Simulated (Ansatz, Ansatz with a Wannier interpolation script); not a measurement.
# YVO4 (I4_1/amd): quasiparticle bands by Wannier interpolation

Aim: the G0W0 bands of YVO4 (I4_1/amd) along the symmetry lines, with the gap off the mesh.

Program: Ansatz 0.2.0. Level of theory: LDA, Wannier functions and G0W0, plane waves, PAW. Results are calculated unless marked as measured.

Most raw output is cut from this account.

## 1. Set-up

It takes space group I4_1/amd (No. 141, tetragonal). The conventional cell has a = 7.100 Å, b = 7.100 Å, c = 6.270 Å, α = 90.00°, β = 90.00°, γ = 90.00°. Nearest to Y lie 8 O at 2.29 to 2.42 Å. V has 4 O at 1.70 Å nearest. Nearest to O lie 1 V at 1.70 Å and 2 Y at 2.29 to 2.42 Å. Farther neighbours and most contacts between anions are not listed.

Coordinates:

```cif
data_structure
_symmetry_space_group_name_H-M 'P 1'
_symmetry_Int_Tables_number 1
_cell_length_a 5.9189
_cell_length_b 5.9189
_cell_length_c 5.9189
_cell_angle_alpha 106.292
_cell_angle_beta 106.292
_cell_angle_gamma 116.035
_cell_volume 158.04
loop_
_atom_site_label
_atom_site_type_symbol
_atom_site_fract_x
_atom_site_fract_y
_atom_site_fract_z
_atom_site_occupancy
Y1 Y 0.00000 0.00000 0.00000 1
Y2 Y 0.75000 0.25000 0.50000 1
V3 V 0.50000 0.50000 0.00000 1
V4 V 0.25000 0.75000 0.50000 1
O5 O 0.50944 0.32558 0.18386 1
O6 O 0.07558 0.39172 0.31614 1
O7 O 0.14172 0.32558 0.81614 1
O8 O 0.07558 0.75944 0.68386 1
O9 O 0.24056 0.92442 0.31614 1
O10 O 0.67442 0.49056 0.81614 1
O11 O 0.60828 0.92442 0.68386 1
O12 O 0.67442 0.85828 0.18386 1
```

Geometry: measured cell, ions relaxed with LDA. The runs that relaxed it are not among those shown.

## 2. LDA bands

The cheap functional maps the bands first; the places of the edges decide which points the dearer methods must see.

This step: DFT, LDA, plane waves, PAW; PAW set soft_1.

Contents of input.yaml:

```yaml
crystal:
  lattice:
    - [-3.55, 3.55, 3.135]
    - [3.55, -3.55, 3.135]
    - [3.55, 3.55, -3.135]
  atoms:
    - { symbol: "Y", position: [0.0, 0.0, 0.0] }
    - { symbol: "Y", position: [0.75, 0.25, 0.5] }
    - { symbol: V, position: [0.5, 0.5, 0.0] }
    - { symbol: V, position: [0.25, 0.75, 0.5] }
    - { symbol: O, position: [0.5094362024, 0.3255804878, 0.1838557146] }
    - { symbol: O, position: [0.0755804878, 0.3917247732, 0.3161442854] }
    - { symbol: O, position: [0.1417247732, 0.3255804878, 0.8161442854] }
    - { symbol: O, position: [0.0755804878, 0.7594362024, 0.6838557146] }
    - { symbol: O, position: [0.2405637976, 0.9244195122, 0.3161442854] }
    - { symbol: O, position: [0.6744195122, 0.4905637976, 0.8161442854] }
    - { symbol: O, position: [0.6082752268, 0.9244195122, 0.6838557146] }
    - { symbol: O, position: [0.6744195122, 0.8582752268, 0.1838557146] }
kpoints:
  mp_grid: { grid: [4, 4, 4] }
  band_path:
    path:
      - [[0.0, 0.0, 0.0], [0.0, 0.0, 0.5], [-0.5, 0.5, 0.5], [0.0, 0.0, 0.0], [0.44496578, 0.44496578, -0.44496578]]
      - [[-0.44496578, 0.55503422, 0.44496578], [-0.5, 0.5, 0.5]]
      - [[0.0, 0.0, 0.5], [0.25, 0.25, 0.25], [0.0, 0.5, 0.0], [0.0, 0.0, 0.0]]
    npoints: 10
hamiltonian:
  xc: lda
  pseudopotentials: { kind: paw, azcp: { folder: soft_1 }, xc_functional: pbe }
scf:
  occupations: { method: fermi_dirac, width: 0.02 }
  n_extra_bands: 84
output:
  eigenvalues: true
  fatbands: true
  write_density: true
  write_potential: true
  elf: true
  volumetric_format: npy
```

Command:

```
$ ansatz run input.yaml --threads 4 --pin off --max-ram 18432MiB --backend cpu --events-out ev --progress --plain --runs-dir out
```

Elapsed: 28 s, on 4 threads of Arm Neoverse V2, shared host; peak memory 1.3 GiB.

This step gave:

```
filled bands         : 48
gap                  : 2.895 eV
valence top at       : k = (0.044, 0.044, -0.044)
conduction bottom at : Γ
least direct gap     : 2.896 eV
```

The gap is indirect, with the least direct gap 0.001 eV higher.

Valence density in the ac plane of the conventional cell at fractional y = 0.500, with atoms of Y and V and O within 0.2 Å of it. It is the smooth field of the valence electrons, not physical close to the nuclei.

Ten steps, logarithmic in the rise over the least value, from '0' (0 e/Å³) to '9' (14 e/Å³), each cell a mean:
```
11000012689741000011
32100001366520000013
75200000122210000146
98410000111100001269
98432100011100123369
76565421133211356557
34688532456532478753
23688533566642478742
12465423666652356531
22232112566641123222
54211112344421111235
66421233222223321356
66523565321256642366
66424787522368863356
54224787544468753235
22112455578655531112
11001223699843210001
```
Columns run along a (7.1 Å), rows up along c (6.3 Å), edges of the conventional cell, whose origin can differ from the input's. Atoms in or near the plane, at fractional coordinates: Y at (0.50, 0.50), Y at (0.00, 0.25), V at (0.50, 0.00), V at (0.00, 0.75), O at (0.82, 0.58), O at (0.18, 0.58), O at (0.32, 0.17), O at (0.68, 0.17).

ELF in the ac plane of the conventional cell at fractional y = 0.500, with atoms of Y and V and O within 0.2 Å of it. It is the smooth field of the valence electrons, not physical close to the nuclei.

Ten even steps from '_' (0.02) to '@' (0.84), each cell a mean:
```
....______......++%%%%##--__..________..
....____________::==++--..____________..
**==..____________....______________--++
%%##--..::..______......______::....**%%
%%**--++##++..______________--****--++##
**==**%%@@%%==__..--==::__::##@@@@##==++
..==%%**##@@++::**@@@@%%==::%%%%**####::
..**@@**##@@====@@@@%%@@##::%%@@**%%%%--
..==%%@@@@%%::==@@%%**@@%%::++@@@@@@##::
::..--**++--__--%%@@@@@@**....==**==::::
@@##--..........==##%%**::..........++%%
@@@@##..::**##**--....::==####==..--@@@@
++@@%%::**@@@@@@##::..++@@@@@@%%--==@@##
%%@@**--%%%%++##%%--..**%%**##@@++--@@@@
@@##--::%%@@**%%**::::==%%####@@++..++%%
::..__..**@@@@##==**##==++%%@@%%==__..::
________::**++--++%%%%##--==**==..______
```
Columns run along a (7.1 Å), rows up along c (6.3 Å), edges of the conventional cell, whose origin can differ from the input's. Atoms in or near the plane, at fractional coordinates: Y at (0.50, 0.50), Y at (0.00, 0.25), V at (0.50, 0.00), V at (0.00, 0.75), O at (0.82, 0.58), O at (0.18, 0.58), O at (0.32, 0.17), O at (0.68, 0.17).

## 3. Wannier functions (O:2p V:3d) on 8×8×8

Localised functions give a small Hamiltonian that interpolates between mesh points at no cost.

This step: maximally localised Wannier functions, LDA, plane waves, PAW; PAW set soft_1.

input.yaml, the sections that differ from step 2:

```yaml
kpoints:
  mp_grid: { grid: [4, 4, 4] }
scf:
  occupations: { method: fixed }
  n_extra_bands: 84
output:
  wannier:
    kmesh: [8, 8, 8]
    projections: [{ species: O, l: p, shell: 2 }, { species: V, l: d, shell: 3 }]
    minimise: true
    write_hr: true
    seedname: w
    conv_tol: 1.0e-06
    max_iter: 20000
    stability_check: false
    disentanglement:
      window: [1.62, 14.21]
      frozen_window: [1.62, 11.21]
      conv_tol: 1.0e-08
# crystal, hamiltonian: as in step 2
```

The job ended after 3.4 min (4 threads; peak memory 4.9 GiB).

w.win, one line in 2:

```text
! ansatz wannier90 interface
! states of the run's bands (counted from 1): 1-66
num_wann  = 34
conv_tol = 1e-6
dis_win_min = 1.62
dis_froz_min = 1.62
dis_num_iter = 10000
guiding_centres = true

Ang
                     3.55                    -3.55                    3.135
end unit_cell_cart
begin atoms_frac
Y                       0.75                     0.25                      0.5
V                       0.25                     0.75                      0.5
O               0.0755804878             0.3917247732             0.3161442854
O               0.0755804878             0.7594362024             0.6838557146
O               0.6744195122             0.4905637976             0.8161442854
O               0.6744195122             0.8582752268             0.1838557146
```

This step gave:

| Property | Result |
| --- | --- |
| gauge-invariant spread | 34.00 Å² |
| diagonal spread | 0.006281 Å² |
| off-diagonal spread | 1.010 Å² |
| total spread | 35.01 Å² |
| least projectability | 0.6232 |
| localisation steps | 2072 |
| disentanglement steps | 106 |
| r.m.s. interpolation error | 2.01e-4 eV |
| r.m.s. error near the gap | 2.58e-4 eV |

Near the gap the model misses directly solved bands by 0.3 meV r.m.s. and by 5 meV at most in the window tested. This tests the starting bands, not the corrections carried with them.

Wannier functions, by row:

```csv
function,x (Å),y (Å),z (Å),spread (Å²),nearest atom,distance (Å)
1,0,1.279,1.958,0.97,O5,0.087
2,0,1.343,2.016,0.875,O5,0.045
3,0,1.444,2.002,1.094,O5,0.144
4,2.271,0,0.391,0.97,O6,0.087
5,2.106,0,0.435,1.094,O6,0.144
6,2.207,0,0.449,0.875,O6,0.045
7,3.55,2.271,-1.177,0.97,O7,0.087
8,3.55,2.207,-1.119,0.875,O7,0.045
9,3.55,2.106,-1.133,1.094,O7,0.144
10,4.829,0,0.391,0.97,O8,0.087
11,4.994,0,0.435,1.094,O8,0.144
12,4.893,0,0.449,0.875,O8,0.045
13,3.55,-1.279,2.744,0.97,O9,0.087
14,3.55,-1.343,2.686,0.875,O9,0.045
15,3.55,-1.444,2.7,1.094,O9,0.144
16,2.271,3.55,1.177,0.97,O10,0.087
17,2.106,3.55,1.133,1.094,O10,0.144
18,2.207,3.55,1.119,0.875,O10,0.045
19,3.55,1.279,2.744,0.97,O11,0.087
20,3.55,1.343,2.686,0.875,O11,0.045
21,3.55,1.444,2.7,1.094,O11,0.144
22,1.279,0,4.312,0.97,O12,0.087
23,1.444,0,4.268,1.094,O12,0.144
24,1.343,0,4.254,0.875,O12,0.045
25,0,0,3.135,0.85,V3,0
26,0,0,3.037,1.447,V3,0.098
27,0,0,3.233,1.447,V3,0.098
28,0,0,3.135,1.129,V3,0
29,0,0,3.135,0.878,V3,0
30,3.55,0,1.567,0.85,V4,0
31,3.55,0,1.665,1.447,V4,0.098
32,3.55,0,1.47,1.447,V4,0.098
33,3.55,0,1.567,1.129,V4,0
34,3.55,0,1.568,0.878,V4,0
```

Frozen up to 5.20 eV; above it the model need not follow the bands. The electronic bands at the labelled points (eV, zero at the valence-band top):

```
     point  band 45  band 46  band 47  band 48  band 49  band 50  band 51  band 52
         Γ    -0.41    -0.40    -0.40     0.00     2.90     3.64     3.86     3.93
   halfway    -0.60    -0.53    -0.39    -0.13     3.16     3.65     3.76     4.01
         X    -0.79    -0.79    -0.37    -0.37     3.62     3.62     3.80     3.80
   halfway    -0.77    -0.77    -0.52    -0.52     3.66     3.66     3.88     3.88
         M    -0.82    -0.82    -0.57    -0.57     3.68     3.68     3.98     3.98
   halfway    -0.68    -0.63    -0.45    -0.28     3.40     3.64     3.72     4.05
         Γ    -0.41    -0.40    -0.40     0.00     2.90     3.64     3.86     3.93
   halfway    -0.87    -0.18    -0.18    -0.09     3.54     3.76     3.77     3.86
         Z    -0.86    -0.86    -0.49    -0.49     3.68     3.72     3.90     4.03
jump to Z0    -0.86    -0.86    -0.49    -0.49     3.68     3.72     3.90     4.03
   halfway    -0.84    -0.84    -0.54    -0.54     3.67     3.70     3.95     4.01
         M    -0.82    -0.82    -0.57    -0.57     3.68     3.68     3.98     3.98
 jump to X    -0.79    -0.79    -0.37    -0.37     3.62     3.62     3.80     3.80
   halfway    -0.82    -0.82    -0.35    -0.35     3.72     3.72     3.81     3.81
         P    -0.88    -0.88    -0.32    -0.32     3.81     3.81     3.84     3.84
   halfway    -0.88    -0.62    -0.37    -0.19     3.74     3.80     3.81     3.84
         N    -0.89    -0.78    -0.16    -0.15     3.69     3.80     3.80     3.83
   halfway    -0.56    -0.41    -0.26    -0.05     3.25     3.70     3.84     3.91
         Γ    -0.41    -0.40    -0.40     0.00     2.90     3.64     3.86     3.93
```

The same for Kohn-Sham, solved directly:

| point | band 45 | band 46 | band 47 | band 48 | band 49 | band 50 | band 51 | band 52 |
| --- | --- | --- | --- | --- | --- | --- | --- | --- |
| Γ | -0.41 | -0.40 | -0.40 | 0.00 | 2.90 | 3.64 | 3.86 | 3.93 |
| X | -0.79 | -0.79 | -0.37 | -0.37 | 3.62 | 3.62 | 3.80 | 3.80 |
| M | -0.82 | -0.82 | -0.57 | -0.57 | 3.68 | 3.68 | 3.98 | 3.98 |
| Γ | -0.41 | -0.40 | -0.40 | 0.00 | 2.90 | 3.64 | 3.86 | 3.93 |
| Z | -0.86 | -0.86 | -0.49 | -0.49 | 3.68 | 3.72 | 3.90 | 4.03 |
| Z0 | -0.86 | -0.86 | -0.49 | -0.49 | 3.68 | 3.72 | 3.90 | 4.03 |
| M | -0.82 | -0.82 | -0.57 | -0.57 | 3.68 | 3.68 | 3.98 | 3.98 |
| X | -0.79 | -0.79 | -0.37 | -0.37 | 3.62 | 3.62 | 3.80 | 3.80 |
| P | -0.88 | -0.88 | -0.32 | -0.32 | 3.81 | 3.81 | 3.84 | 3.84 |
| N | -0.89 | -0.78 | -0.16 | -0.15 | 3.69 | 3.80 | 3.80 | 3.83 |
| Γ | -0.41 | -0.40 | -0.40 | 0.00 | 2.90 | 3.64 | 3.86 | 3.93 |

## 4. G0W0 at every point of the mesh: 4×4×4 mesh, 659 empty bands, screening to 150 eV, PAW set soft_1 files

G0W0 replaces the xc potential by the self-energy, built once from these orbitals. Only a window of levels is corrected, while the sums run over the empty bands that the input names.

This step: G0W0 on LDA, plane waves, PAW; PAW set soft_1.

input.yaml, as its differences from that of step 3:

```diff
@@ -25,16 +25,6 @@
   occupations: { method: fixed }
-  n_extra_bands: 84
-output:
-  wannier:
-    kmesh: [8, 8, 8]
-    projections: [{ species: O, l: p, shell: 2 }, { species: V, l: d, shell: 3 }]
-    minimise: true
-    write_hr: true
-    seedname: w
-    conv_tol: 1.0e-06
-    max_iter: 20000
-    stability_check: false
-    disentanglement:
-      window: [1.62, 14.21]
-      frozen_window: [1.62, 11.21]
-      conv_tol: 1.0e-08
+gw:
+  n_empty_bands: 659
+  ecut_chi: 150.0
+  qp_bands: [v24, c8]
+  screening: { model: contour_deformation }
```

Wall time 54 min (4 threads); peak memory 3.5 GiB; 3.6 h of CPU time.

This step gave:

| Item | Value |
| --- | --- |
| bands summed | 707 |
| RPA ε∞ on this mesh (eigenvalues) | 3.868, 3.868, 4.735 |
| plane waves in the screening matrix | 663 |
| q-points in the mesh | 64 |
| G0W0 gap on the mesh | 5.175 eV |
| k of the valence top | 0, 0, 0 |
| k of the conduction bottom | 0, 0, 0 |
| starting gap on the mesh | 2.896 eV |
| Z at the valence top | 0.7324 |
| Z at the conduction bottom | 0.7532 |
| least direct G0W0 gap on the computed points | 5.175 eV |

The gap on the mesh goes from 2.90 eV to 5.17 eV, a correction of +2.28 eV. Between the two edge states, bare exchange in place of the xc potential would open the gap by 12.56 eV, and correlation takes back 10.29 eV.

## 5. Interpolating the corrections

A script adds the corrections, carried to the Wannier functions and back, to the LDA levels, along the path and on a 13×13×13 mesh.

```
G0W0 gap over the zone     : 5.175 eV
valence top at             : Γ
conduction bottom at       : Γ
starting gap over the zone : 2.896 eV
least direct G0W0 gap      : 5.175 eV
G0W0 gap on the mesh       : 5.175 eV
valence width, start       : 4.251 eV
valence width, G0W0        : 4.118 eV
gap by a rigid shift       : 5.175 eV
```

(Continued in part 2 of 2.)

[Paths, hosts, dates, memory and timing lines, banners, echoed tables and standing remarks are left out of the program output.]

[Logs are printed without paths, hosts, clocks, repeated set-up lines and the standing remarks that a program may print on its own settings, such as how far it seeks lower states.]

[Runs of the session that timed out or met a known fault of the program may be left out.]

[Hosts, paths, dates, database ids (printed as entryN), source tags and the programs' standing remarks are cut or masked in the printed files.]
